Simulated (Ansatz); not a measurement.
In doubt: masses and optical values from hybrid runs of this build are listed as unsure, which bears on the screening that GW takes from such a start.

Rows from a G0W0 calculation on InGaSbAs (zincblende [001] superlattice) (Ansatz 0.2.0; G0W0 on HSE06, plane waves, PAW; 4×4×1 mesh, 613 empty bands, screening to 54 eV), in eV. Spin-orbit coupling is left out.

| row | Σx | Σc | Vxc | Z |
| --- | --- | --- | --- | --- |
| A | -9.25 | -2.98 | -12.43 | 0.76 |
| B | -11.43 | -2.75 | -14.57 | 0.77 |
| C | -7.46 | -3.29 | -10.82 | 0.76 |
| D | -15.34 | 0.85 | -14.74 | 0.76 |
| E | -15.35 | 1.14 | -14.40 | 0.76 |
| F | -15.47 | 1.17 | -14.50 | 0.76 |

**Question.** Which rows are filled states and which are empty ones, and how can one tell?

Filled: D, E and F. Empty: A, B and C. The sign of Σc tells: for a filled state bare exchange, which holds its interaction with itself, lies below Vxc (Σx − Vxc is -0.6 eV or lower here) and screening gives part back as a positive Σc. For an empty state Σx lies above Vxc (+3.1 eV or more) and the Coulomb hole leaves Σc negative.

[Runs of the session that timed out or met a known fault of the program may be left out.]

[Cells called generated may have been cut or substituted from an entry of the Crystallography Open Database or the Materials Project.]

[Hosts, paths, dates, database ids (printed as entryN), source tags and the programs' standing remarks are cut or masked in the printed files.]
